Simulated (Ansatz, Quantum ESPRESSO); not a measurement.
# vacuum gap of 6.0 Å between two Ca(100) faces: ballistic transmission, part 2 of 3

Wanted: the transmission near the Fermi level and the conductance of this junction: vacuum gap of 6.0 Å between two Ca(100) faces.

Quantum ESPRESSO 7.5; plane-wave DFT, PBE, GBRV ultrasoft pseudopotentials; cross-check by Ansatz 0.2.0 with PAW datasets.

So far. Step 2 (Self-consistent run): The run needed 17 iterations to bring the estimated error under 1e-07 Ry; the largest force on any atom, held or free, is 0.07 eV/Å.

## 3. Transmission with pwcond.x

Level of this step: transmission by pwcond, lead and junction from one cell; plane-wave DFT, PBE, GBRV ultrasoft pseudopotentials (Quantum ESPRESSO).

prefixt takes both regions from one run: the lead from 0 to bdl, the scattering region from bdl to bds (units of alat). ikind = 1 puts the same lead on both sides. The program's T_tot counts both spins in a run without spin; the tables below give T per spin.

Contents of cond.in:

```
&inputcond
  outdir = './out'
  prefixt = 'scf'
  tran_file = 'cond.dat'
  bdl = 1.4142135624
  bds = 9.3153632478
  ikind = 1
  ewind = 4.0
  epsproj = 1e-05
  nz1 = 7
  energy0 = 0.4
  denergy = -0.4
/
21
  0.00000000 0.00000000 0.01000000
  0.00000000 0.10000000 0.04000000
  0.00000000 0.20000000 0.04000000
  0.00000000 0.30000000 0.04000000
  0.00000000 0.40000000 0.04000000
  0.00000000 0.50000000 0.02000000
  0.10000000 0.10000000 0.04000000
  0.10000000 0.20000000 0.08000000
  0.10000000 0.30000000 0.08000000
  0.10000000 0.40000000 0.08000000
  0.10000000 0.50000000 0.04000000
  0.20000000 0.20000000 0.04000000
  0.20000000 0.30000000 0.08000000
  0.20000000 0.40000000 0.08000000
  0.20000000 0.50000000 0.04000000
  0.30000000 0.30000000 0.04000000
  0.30000000 0.40000000 0.08000000
  0.30000000 0.50000000 0.04000000
  0.40000000 0.40000000 0.04000000
  0.40000000 0.50000000 0.04000000
  0.50000000 0.50000000 0.01000000
3
```

Command:

```console
$ OMP_NUM_THREADS=1 mpirun -n 2 pwcond.x -in cond.in > cond.out
```

The program printed:

```text
[banner, memory and clock lines left out]
Program PWCOND v.7.5 starts

          URL

     ./out/scf.save/

     IMPORTANT: XC functional enforced from input :
     Exchange-correlation= PBE
                           (   1   4   3   4   0   0   0)
     Any further DFT definition will be discarded
     Please, verify this is what you really want

     Check: negative core charge=   -0.000001
     Reading collected, re-writing distributed wavefunctions

===== INPUT FILE containing all the regions =====

     GEOMETRY:

     lattice parameter (alat)  =       7.3760  a.u.
     the volume                =    3738.2525 (a.u.)^3
     the cross section         =      54.4059 (a.u.)^2
     l of the unit cell        =       9.3154 (alat)
     number of atoms/cell      =           12
     number of atomic types    =            1

     crystal axes: (cart. coord. in units of alat)
               a(1) = (  1.0000  0.0000  0.0000 )
               a(2) = (  0.0000  1.0000  0.0000 )
               a(3) = (  0.0000  0.0000  9.3154 )

   Cartesian axes

     site n.     atom                  positions (alat units)
          1        Ca     tau(  1)=(  0.0000  0.0000  9.3154  )
          2        Ca     tau(  2)=(  0.5000  0.5000  0.7071  )
          3        Ca     tau(  3)=(  0.0000  0.0000  1.4142  )
          4        Ca     tau(  4)=(  0.5000  0.5000  2.1213  )
          5        Ca     tau(  5)=(  0.0000  0.0000  2.8284  )
          6        Ca     tau(  6)=(  0.5000  0.5000  3.5355  )
          7        Ca     tau(  7)=(  0.0000  0.0000  5.0727  )
          8        Ca     tau(  8)=(  0.5000  0.5000  5.7798  )
          9        Ca     tau(  9)=(  0.0000  0.0000  6.4869  )
         10        Ca     tau( 10)=(  0.5000  0.5000  7.1940  )
         11        Ca     tau( 11)=(  0.0000  0.0000  7.9011  )
         12        Ca     tau( 12)=(  0.5000  0.5000  8.6083  )

     nr1s                      =           30
     nr2s                      =           30
     nr3s                      =          288
     nr1sx                     =           30
     nr2sx                     =           30
     nr3sx                     =          288
     nr1                       =           36
     nr2                       =           36
     nr3                       =          320
     nr1x                      =           36
     nr2x                      =           36
     nr3x                      =          320

 _______________________________
  Radii of nonlocal spheres:

     type       ibeta     ang. mom.          radius (alat units)
       Ca         1         0                    0.2728
       Ca         2         0                    0.2728
       Ca         3         1                    0.2728
       Ca         4         1                    0.2728
       Ca         5         2                    0.2728
       Ca         6         2                    0.2728
----- General information -----

--- T calc. with identical leads (ikind=1) ---

     nrx                       =           30
     nry                       =           30
     nz1                       =            7

     energy0               =         4.0E-01
     denergy               =        -4.0E-01
     nenergy               =          3
     ecut2d                =         4.0E+01
     ewind                 =         4.0E+00
     epsproj               =         1.0E-05

     number of k_|| points=   21
                       cryst. coord.
        k(    1) = (   0.0000000   0.0000000), wk =   0.0100000
        k(    2) = (   0.0000000   0.1000000), wk =   0.0400000
        k(    3) = (   0.0000000   0.2000000), wk =   0.0400000
        k(    4) = (   0.0000000   0.3000000), wk =   0.0400000
        k(    5) = (   0.0000000   0.4000000), wk =   0.0400000
        k(    6) = (   0.0000000   0.5000000), wk =   0.0200000
        k(    7) = (   0.1000000   0.1000000), wk =   0.0400000
        k(    8) = (   0.1000000   0.2000000), wk =   0.0800000
        k(    9) = (   0.1000000   0.3000000), wk =   0.0800000
        k(   10) = (   0.1000000   0.4000000), wk =   0.0800000
        k(   11) = (   0.1000000   0.5000000), wk =   0.0400000
        k(   12) = (   0.2000000   0.2000000), wk =   0.0400000
        k(   13) = (   0.2000000   0.3000000), wk =   0.0800000
        k(   14) = (   0.2000000   0.4000000), wk =   0.0800000
        k(   15) = (   0.2000000   0.5000000), wk =   0.0400000
        k(   16) = (   0.3000000   0.3000000), wk =   0.0400000
        k(   17) = (   0.3000000   0.4000000), wk =   0.0800000
        k(   18) = (   0.3000000   0.5000000), wk =   0.0400000
        k(   19) = (   0.4000000   0.4000000), wk =   0.0400000
        k(   20) = (   0.4000000   0.5000000), wk =   0.0400000
        k(   21) = (   0.5000000   0.5000000), wk =   0.0100000
----- Information about left/right lead -----

     nocros                   =           18
     noins                    =           18
     norb                     =           54
     norbf                    =          198
     nrz                      =           44

      iorb      type   ibeta   ang. mom.   m       position (alat)
        1        1       1        0        1   taunew(   1)=(  0.0000  0.0000  0.0000)
        2        1       2        0        1   taunew(   2)=(  0.0000  0.0000  0.0000)
        3        1       3        1        1   taunew(   3)=(  0.0000  0.0000  0.0000)
        4        1       3        1        2   taunew(   4)=(  0.0000  0.0000  0.0000)
        5        1       3        1        3   taunew(   5)=(  0.0000  0.0000  0.0000)
        6        1       4        1        1   taunew(   6)=(  0.0000  0.0000  0.0000)
        7        1       4        1        2   taunew(   7)=(  0.0000  0.0000  0.0000)
        8        1       4        1        3   taunew(   8)=(  0.0000  0.0000  0.0000)
        9        1       5        2        1   taunew(   9)=(  0.0000  0.0000  0.0000)
       10        1       5        2        2   taunew(  10)=(  0.0000  0.0000  0.0000)
       11        1       5        2        3   taunew(  11)=(  0.0000  0.0000  0.0000)
       12        1       5        2        4   taunew(  12)=(  0.0000  0.0000  0.0000)
       13        1       5        2        5   taunew(  13)=(  0.0000  0.0000  0.0000)
       14        1       6        2        1   taunew(  14)=(  0.0000  0.0000  0.0000)
       15        1       6        2        2   taunew(  15)=(  0.0000  0.0000  0.0000)
       16        1       6        2        3   taunew(  16)=(  0.0000  0.0000  0.0000)
       17        1       6        2        4   taunew(  17)=(  0.0000  0.0000  0.0000)
       18        1       6        2        5   taunew(  18)=(  0.0000  0.0000  0.0000)
[...]
143        1       6        2        4   taunew( 143)=(  0.5000  0.5000  5.7798)
      144        1       6        2        5   taunew( 144)=(  0.5000  0.5000  5.7798)
      145        1       1        0        1   taunew( 145)=(  0.0000  0.0000  6.4869)
      146        1       2        0        1   taunew( 146)=(  0.0000  0.0000  6.4869)
      147        1       3        1        1   taunew( 147)=(  0.0000  0.0000  6.4869)
      148        1       3        1        2   taunew( 148)=(  0.0000  0.0000  6.4869)
      149        1       3        1        3   taunew( 149)=(  0.0000  0.0000  6.4869)
      150        1       4        1        1   taunew( 150)=(  0.0000  0.0000  6.4869)
      151        1       4        1        2   taunew( 151)=(  0.0000  0.0000  6.4869)
      152        1       4        1        3   taunew( 152)=(  0.0000  0.0000  6.4869)
      153        1       5        2        1   taunew( 153)=(  0.0000  0.0000  6.4869)
      154        1       5        2        2   taunew( 154)=(  0.0000  0.0000  6.4869)
      155        1       5        2        3   taunew( 155)=(  0.0000  0.0000  6.4869)
      156        1       5        2        4   taunew( 156)=(  0.0000  0.0000  6.4869)
      157        1       5        2        5   taunew( 157)=(  0.0000  0.0000  6.4869)
      158        1       6        2        1   taunew( 158)=(  0.0000  0.0000  6.4869)
      159        1       6        2        2   taunew( 159)=(  0.0000  0.0000  6.4869)
      160        1       6        2        3   taunew( 160)=(  0.0000  0.0000  6.4869)
      161        1       6        2        4   taunew( 161)=(  0.0000  0.0000  6.4869)
      162        1       6        2        5   taunew( 162)=(  0.0000  0.0000  6.4869)
      163        1       1        0        1   taunew( 163)=(  0.5000  0.5000  7.1940)
      164        1       2        0        1   taunew( 164)=(  0.5000  0.5000  7.1940)
      165        1       3        1        1   taunew( 165)=(  0.5000  0.5000  7.1940)
      166        1       3        1        2   taunew( 166)=(  0.5000  0.5000  7.1940)
      167        1       3        1        3   taunew( 167)=(  0.5000  0.5000  7.1940)
      168        1       4        1        1   taunew( 168)=(  0.5000  0.5000  7.1940)
      169        1       4        1        2   taunew( 169)=(  0.5000  0.5000  7.1940)
      170        1       4        1        3   taunew( 170)=(  0.5000  0.5000  7.1940)
      171        1       5        2        1   taunew( 171)=(  0.5000  0.5000  7.1940)
      172        1       5        2        2   taunew( 172)=(  0.5000  0.5000  7.1940)
      173        1       5        2        3   taunew( 173)=(  0.5000  0.5000  7.1940)
      174        1       5        2        4   taunew( 174)=(  0.5000  0.5000  7.1940)
      175        1       5        2        5   taunew( 175)=(  0.5000  0.5000  7.1940)
      176        1       6        2        1   taunew( 176)=(  0.5000  0.5000  7.1940)
      177        1       6        2        2   taunew( 177)=(  0.5000  0.5000  7.1940)
      178        1       6        2        3   taunew( 178)=(  0.5000  0.5000  7.1940)
      179        1       6        2        4   taunew( 179)=(  0.5000  0.5000  7.1940)
      180        1       6        2        5   taunew( 180)=(  0.5000  0.5000  7.1940)
      181        1       1        0        1   taunew( 181)=(  0.0000  0.0000  7.9011)
      182        1       2        0        1   taunew( 182)=(  0.0000  0.0000  7.9011)
      183        1       3        1        1   taunew( 183)=(  0.0000  0.0000  7.9011)
      184        1       3        1        2   taunew( 184)=(  0.0000  0.0000  7.9011)
      185        1       3        1        3   taunew( 185)=(  0.0000  0.0000  7.9011)
      186        1       4        1        1   taunew( 186)=(  0.0000  0.0000  7.9011)
      187        1       4        1        2   taunew( 187)=(  0.0000  0.0000  7.9011)
      188        1       4        1        3   taunew( 188)=(  0.0000  0.0000  7.9011)
      189        1       5        2        1   taunew( 189)=(  0.0000  0.0000  7.9011)
      190        1       5        2        2   taunew( 190)=(  0.0000  0.0000  7.9011)
      191        1       5        2        3   taunew( 191)=(  0.0000  0.0000  7.9011)
      192        1       5        2        4   taunew( 192)=(  0.0000  0.0000  7.9011)
      193        1       5        2        5   taunew( 193)=(  0.0000  0.0000  7.9011)
      194        1       6        2        1   taunew( 194)=(  0.0000  0.0000  7.9011)
      195        1       6        2        2   taunew( 195)=(  0.0000  0.0000  7.9011)
      196        1       6        2        3   taunew( 196)=(  0.0000  0.0000  7.9011)
      197        1       6        2        4   taunew( 197)=(  0.0000  0.0000  7.9011)
      198        1       6        2        5   taunew( 198)=(  0.0000  0.0000  7.9011)
 ngper, shell number =          177          27
 ngper, n2d =          177         100
---  E-Ef =    0.4000000  k =    0.0000000   0.0000000
---  ie =          1  ik =          1
 Nchannels of the left tip =            0
 Right moving states:
   k1(2pi/a)   k2(2pi/a)   E-Ef (eV)
 Left moving states:
   k1(2pi/a)   k2(2pi/a)   E-Ef (eV)

 to transmit
          E-Ef(ev), T =    0.4000000   0.0000000
---  E-Ef =    0.0000000  k =    0.0000000   0.0000000
---  ie =          2  ik =          1
 Nchannels of the left tip =            0
 Right moving states:
   k1(2pi/a)   k2(2pi/a)   E-Ef (eV)
 Left moving states:
   k1(2pi/a)   k2(2pi/a)   E-Ef (eV)

 to transmit
          E-Ef(ev), T =    0.0000000   0.0000000
---  E-Ef =   -0.4000000  k =    0.0000000   0.0000000
---  ie =          3  ik =          1
 Nchannels of the left tip =            0
 Right moving states:
   k1(2pi/a)   k2(2pi/a)   E-Ef (eV)
 Left moving states:
   k1(2pi/a)   k2(2pi/a)   E-Ef (eV)

 to transmit
          E-Ef(ev), T =   -0.4000000   0.0000000
 ngper, shell number =          177          90
 ngper, n2d =          177         102
[... further energies and points left out ...]
---  E-Ef =    0.4000000  k =    0.5000000   0.5000000
---  ie =          1  ik =         21
 Nchannels of the left tip =            0
 Right moving states:
   k1(2pi/a)   k2(2pi/a)   E-Ef (eV)
 Left moving states:
   k1(2pi/a)   k2(2pi/a)   E-Ef (eV)

 to transmit
          E-Ef(ev), T =    0.4000000   0.0000000
---  E-Ef =    0.0000000  k =    0.5000000   0.5000000
---  ie =          2  ik =         21
 Nchannels of the left tip =            2
 Right moving states:
   k1(2pi/a)   k2(2pi/a)   E-Ef (eV)
   0.3429581  -0.0000077   0.0000000
   0.3464771  -0.0000000   0.0000000
 Left moving states:
   k1(2pi/a)   k2(2pi/a)   E-Ef (eV)
  -0.3429581  -0.0000077   0.0000000
  -0.3464771  -0.0000000   0.0000000

 to transmit
 Band j to band i transmissions and reflections:
    j         i     |T_ij|^2    |R_ij|^2

    1 -->     1     0.00648     0.99352
    1 -->     2     0.00000     0.00000
   Total T_j, R_j =    0.00648  0.99352

    2 -->     1     0.00000     0.00000
    2 -->     2     0.00654     0.99346
   Total T_j, R_j =    0.00654  0.99346

E-Ef(ev), T(x2 spins) =    0.0000000   0.0260437
---  E-Ef =   -0.4000000  k =    0.5000000   0.5000000
---  ie =          3  ik =         21
 Nchannels of the left tip =            2
 Right moving states:
   k1(2pi/a)   k2(2pi/a)   E-Ef (eV)
   0.1153380  -0.0000076  -0.4000000
   0.1214852  -0.0000000  -0.4000000
 Left moving states:
   k1(2pi/a)   k2(2pi/a)   E-Ef (eV)
  -0.1153380  -0.0000076  -0.4000000
  -0.1214852  -0.0000000  -0.4000000

 to transmit
 Band j to band i transmissions and reflections:
    j         i     |T_ij|^2    |R_ij|^2

    1 -->     1     0.00158     0.99842
    1 -->     2     0.00000     0.00000
   Total T_j, R_j =    0.00158  0.99842

    2 -->     1     0.00000     0.00000
    2 -->     2     0.00163     0.99837
   Total T_j, R_j =    0.00163  0.99837

E-Ef(ev), T(x2 spins) =   -0.4000000   0.0064286
   T_tot     0.40000      0.56701E+00
   T_tot     0.00000      0.34397E+00
   T_tot    -0.40000      0.26198E+00

Note: The following floating-point exceptions are signalling: IEEE_UNDERFLOW_FLAG
Note: The following floating-point exceptions are signalling: IEEE_UNDERFLOW_FLAG
```

Elapsed: 8.9 min, on 2 MPI ranks of Arm Neoverse N1, shared host; peak memory 0.32 GiB; 18 min of CPU time.

Read from the output:

* lead channels at the Fermi level, one spin: 1.100
* transmission at the Fermi level, one spin: 0.1720
* conductance: 0.1720 G₀

Per spin; mean over the k mesh across the current. Table of open channels, zone mean by energy, zero at the Fermi level:

```tsv
energy (eV)	open channels, zone mean
-0.400	0.94
0.000	1.1
0.400	1.24
```

Per spin; mean over the k mesh across the current. Transmission, zone mean against energy, zero at the Fermi level:

```tsv
energy (eV)	transmission, zone mean
-0.400	0.131
0.000	0.172
0.400	0.284
```

At 0.000 eV; k in fractions of b1, b2. Transmission by k point:

```tsv
k1	k2	weight	t	channels
0	0	0.01	0	0
0	0.1	0.04	0	0
0	0.2	0.04	0	0
0	0.3	0.04	0	0
0	0.4	0.04	0.4044	2
0	0.5	0.02	0.1022	2
0.1	0.1	0.04	0	0
0.1	0.2	0.08	0	0
0.1	0.3	0.08	0.542	1
0.1	0.4	0.08	0.3388	2
0.1	0.5	0.04	0.08509	2
0.2	0.2	0.04	0.2861	1
0.2	0.3	0.08	0.4739	1
0.2	0.4	0.08	0.1804	2
0.2	0.5	0.04	0.05073	2
0.3	0.3	0.04	0.2884	1
0.3	0.4	0.08	0	0
0.3	0.5	0.04	0.0219	2
0.4	0.4	0.04	0.02653	2
0.4	0.5	0.04	0.01199	2
0.5	0.5	0.01	0.01302	2
```

The program's own clock; routines nest. Time by routine:

```tsv
routine	wall time (s)	calls
PWCOND	536.3	1
scatter_forw	434.4	126
local	69.82	21
compbs	26.99	63
compbs_2	22.73	63
init	1.29	1
poten	0.11	1
```

At no point does T exceed the number of channels.

[end of part 2 of 3]

[Logs are printed without paths, hosts, clocks, repeated set-up lines and the standing remarks that a program may print on its own settings, such as how far it seeks lower states.]

[Hosts, paths, dates, database ids (printed as entryN), source tags and the programs' standing remarks are cut or masked in the printed files.]

[Maps of the electrostatic potential energy from Ansatz leave out the sawtooth potential of an applied field or a dipole correction, so their vacuum need not be flat; planar profiles and work functions include it.]
